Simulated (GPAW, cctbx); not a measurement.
# ZnCd2SnTe4: what bonding does to one electron reflection, worked out

ZnCd2SnTe4, I-42m (no. 121), a = 6.7344 Å, b = 6.7344 Å, c = 12.9150 Å, α = 90.00°, β = 90.00°, γ = 90.00°.

| atom | mult. | x | y | z |
| --- | --- | --- | --- | --- |
| Te1 | 8 | 0.7229 | 0.2771 | 0.3735 |
| Sn1 | 2 | 1/2 | 1/2 | 0 |
| Cd1 | 4 | 0 | 1/2 | 1/4 |
| Zn1 | 2 | 0 | 0 | 0 |

The start was made by putting kin elements into a known structure type; the compound need not exist, or be stable, in this form.

A DFT run (GPAW, PBE, 450 eV, 4×4×4 k-points, Fermi–Dirac width 0.1 eV) gives the static X-ray structure factor of 004 as 52.559 e for the conventional cell; superposed free atoms give 51.751 e. **Problem.** Find the Fourier component V of the crystal potential and the two-beam extinction distance at 80 kV in both cases.

## Step 1: Geometry

The cell volume is Ω = 585.72 Å³ and d(004) = 3.2287 Å, so g = 1/d = 0.3097 Å⁻¹.

## Step 2: The nuclei

Electrons feel nuclei as well as electrons, so the nuclear charges are summed with the same phases.

Phase sums Σ exp(2πi h·x), turned so that the total is real and positive: Te +7.994, Sn -2.000, Cd -4.000, Zn -2.000. Then F_Z = 52 × (+7.994) + 50 × (-2.000) + 48 × (-4.000) + 30 × (-2.000) = 63.69 e. The electron term has the same sign for this reflection.

## Step 3: Mott–Bethe

Poisson's equation, term by term, gives V = (e/4πε₀)(F_Z − F)/(πΩg²), with e/4πε₀ = 14.3996 V Å.

The prefactor is 14.3996 × 3.2287²/(π × 585.72) = 0.08158 V per electron. Free atoms: (63.69 − 51.751) × 0.08158 = 0.974 V. Crystal: (63.69 − 52.559) × 0.08158 = 0.908 V. F changes by +1.56 % and V by -6.8 %: the same 0.81 e is measured against F_Z − F = 11.9 e in place of F = 51.8 e.

## Step 4: Extinction distance

In the two-beam case ξ = 1/(λU) with U = 2γm₀eV/h², that is ξ = 150.41 V Å²/(γλV).

At 80 kV, λ = 0.04176 Å and γ = 1.1566. Free atoms: ξ = 3198 Å. Crystal: ξ = 3430 Å. The thickness fringes go as sin²(πt/ξ), so the two patterns slip by a quarter of a period when t|1/ξ₁ − 1/ξ₀| = 1/4, at t ≈ 1181 nm, thicker than usual samples. Thermal motion, absorption and many-beam coupling, left out here, change a real pattern.

## Step 5: Answer

V(004) is 0.91 V against 0.97 V, and ξ is 3430 against 3198 Å. Limits: static atoms, two beams.
